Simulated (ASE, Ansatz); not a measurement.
# Building Zr2CO2 MXene, 4 layers (80 atoms)

The cell is an input for a DFT calculation. Recipe: 4 layers of Zr2CO2 MXene (a = 3.31 Å), 2 x 2 cells, biaxial strain +2 %, every second layer slid by 0.667 of a1 + 2 a2; facing planes 2.84, 2.72, 2.82 Å apart; 14 Å of vacuum.

The cell that is wanted:

The cell holds 80 atoms: 16 C, 32 Zr and 32 O. Cell: a = 6.752 Å, b = 6.752 Å, c = 40.780 Å, α = 90.0°, β = 90.0°, γ = 120.0°. It derives from Zr2CO2 (Zr2CO2 MXene). Regions: layer 1, 20 atoms (4 C, 8 Zr and 8 O); layer 2, 20 atoms (4 C, 8 Zr and 8 O); layer 3, 20 atoms (4 C, 8 Zr and 8 O); layer 4, 20 atoms (4 C, 8 Zr and 8 O). Vacuum lies along c.

```xyz
80
Lattice="6.7524 0.0000 0.0000 -3.3762 5.8477 0.0000 0.0000 0.0000 40.7800" Properties=species:S:1:pos:R:3
C     0.0267    0.0010    9.3121
Zr   -0.0030    1.9588   10.6815
Zr    1.6899    0.9561    7.9309
O     1.7032    0.9739   11.5893
O     0.0059    1.9640    6.9942
C    -1.6700    2.9335    9.3060
Zr   -1.6911    4.8840   10.6615
Zr   -0.0083    3.8881    7.9174
O     0.0165    3.9003   11.5950
O    -1.7136    4.8787    6.9881
C    -0.0019    5.8219    9.3101
Zr    3.3789    1.9566   10.6656
Zr    5.0519    0.9774    7.9142
O     5.0662    0.9836   11.5982
O     3.3680    1.9558    6.9950
C     1.6726    2.9176    9.2954
Zr    1.6871    4.8784   10.6648
Zr    3.3866    3.9100    7.9382
O     3.3912    3.8995   11.6072
O     1.6812    4.8780    7.0186
C    -0.0082    3.9047   16.7377
Zr    0.0034    5.8405   18.1173
Zr    1.7147    4.8853   15.3565
O     1.6777    4.8650   19.0300
O     3.3833    0.0058   14.4435
C     1.6939    0.9931   16.7337
Zr    1.6930    2.9333   18.1194
Zr    3.3697    1.9495   15.3610
O     3.3738    1.9586   19.0361
O     1.6859    2.9131   14.4178
C     3.3794    3.9058   16.7386
Zr    3.3737    5.8351   18.1043
Zr   -1.6694    4.8676   15.3488
O    -1.6888    4.8906   19.0296
O     3.3687    5.8438   14.4316
C     5.0614    0.9755   16.7361
Zr   -1.6896    2.9284   18.1096
Zr   -0.0057    1.9554   15.3716
O     0.0088    1.9589   19.0471
O     5.0686    2.8954   14.4333
C     6.7439    0.0125   24.0614
Zr   -0.0091    1.9611   25.4076
Zr    1.6830    0.9714   22.7075
O     1.6994    0.9769   26.3549
O     0.0056    1.9477   21.7537
C     5.0615    2.9262   24.0569
Zr   -1.7023    4.8759   25.4202
Zr    0.0172    3.8983   22.6822
O     0.0160    3.9115   26.3622
O    -1.6978    4.8772   21.7537
C     3.3901    0.0061   24.0590
Zr    3.3639    1.9513   25.4080
Zr    5.0625    0.9630   22.6981
O     5.0704    0.9903   26.3504
O     3.3758    1.9553   21.7541
C     1.6884    2.9411   24.0561
Zr    1.6776    4.8535   25.4284
Zr    3.3622    3.8921   22.6900
O     3.3874    3.8967   26.3565
O     1.7045    4.8629   21.7533
C    -0.0045    3.9154   31.4928
Zr   -0.0039    5.8403   32.8405
Zr    1.6932    4.8963   30.1189
O     1.6945    4.8647   33.7838
O     3.3625    0.0041   29.1834
C     1.6982    0.9636   31.4703
Zr    1.6917    2.9165   32.8609
Zr    3.3750    1.9543   30.1368
O     3.3942    1.9586   33.7565
O     1.6931    2.9048   29.1777
C     3.3776    3.9097   31.4854
Zr    6.7387    0.0168   32.8381
Zr   -1.6961    4.8702   30.1030
O    -1.6937    4.8694   33.7671
O     3.3738    5.8375   29.1540
C     5.0819    0.9727   31.4691
Zr   -1.6838    2.9298   32.8683
Zr    0.0114    1.9644   30.1050
O     0.0118    1.9655   33.7809
O     5.0649    2.9224   29.1773
```

Q: Which script makes it?

build.py (ASE 3.29.0):

```python
import numpy as np
from ase import Atoms
from ase.build import make_supercell

u1 = Atoms(['C', 'Zr', 'Zr', 'O', 'O'], cell=[3.31, 3.31, 1, 90, 90, 120], pbc=True,
          scaled_positions=[[0/3, 0/3, 0], [1/3, 2/3, 1.37], [2/3, 1/3, -1.37], [2/3, 1/3, 2.3], [1/3, 2/3, -2.3]])  # z in A
cell = [6.7524, 6.7524, 120]  # common in-plane cell: a, b, gamma
layers = [(u1, [[2, 0], [0, 2]], [0, 0], 1),
          (u1, [[2, 0], [0, 2]], [0.33333, 0.66667], 1),
          (u1, [[2, 0], [0, 2]], [0, 0], 1),
          (u1, [[2, 0], [0, 2]], [0.33333, 0.66667], 1)]
gaps = [2.84, 2.72, 2.82, 14]
atoms, top = Atoms(), 0.0
for k, (u, M, shift, flip) in enumerate(layers):
    s = make_supercell(u, [M[0] + [0], M[1] + [0], [0, 0, 1]], wrap=False)
    z = flip * s.positions[:, 2]; f = s.get_scaled_positions(wrap=False)
    s.set_cell([cell[0], cell[1], 1, 90, 90, cell[2]]); s.set_scaled_positions(np.c_[f[:, :2] + shift, z - z.min() + top]); s.set_tags(k)
    top = s.positions[:, 2].max() + gaps[k]; atoms += s
atoms.set_cell([cell[0], cell[1], top, 90, 90, cell[2]]); atoms.pbc = True
atoms.center(axis=2)
atoms.rattle(0.01, seed=40120)
atoms.wrap()
atoms.write('structure.xyz')
print(atoms.get_chemical_formula(), len(atoms), 'atoms; cell', atoms.cell.cellpar().round(3))
```

```console
$ python build.py
C16O32Zr32 80 atoms; cell [  6.752   6.752  40.78   90.     90.    120.   ]
```

Bonds by pair of elements; cutoffs follow the first minimum of g(r), held within bounds set by covalent radii, and pairs that aren't listed don't count as bonded:

```csv
pair A-B,cutoff (Å),bonds,mean length (Å),spread (Å),shortest (Å),B about A,A about B
O-Zr,2.82,96,2.16,0.015,2.12,3,3
Zr-C,2.81,96,2.38,0.015,2.35,3,6
```

How many atoms have how many bonded neighbours:

```csv
element,mean,3,6
C,6,0,16
O,3,32,0
Zr,6,0,32
```

[Logs are printed without paths, hosts, clocks, repeated set-up lines and the standing remarks that a program may print on its own settings, such as how far it seeks lower states.]

[Hosts, paths, dates, database ids (printed as entryN), source tags and the programs' standing remarks are cut or masked in the printed files.]
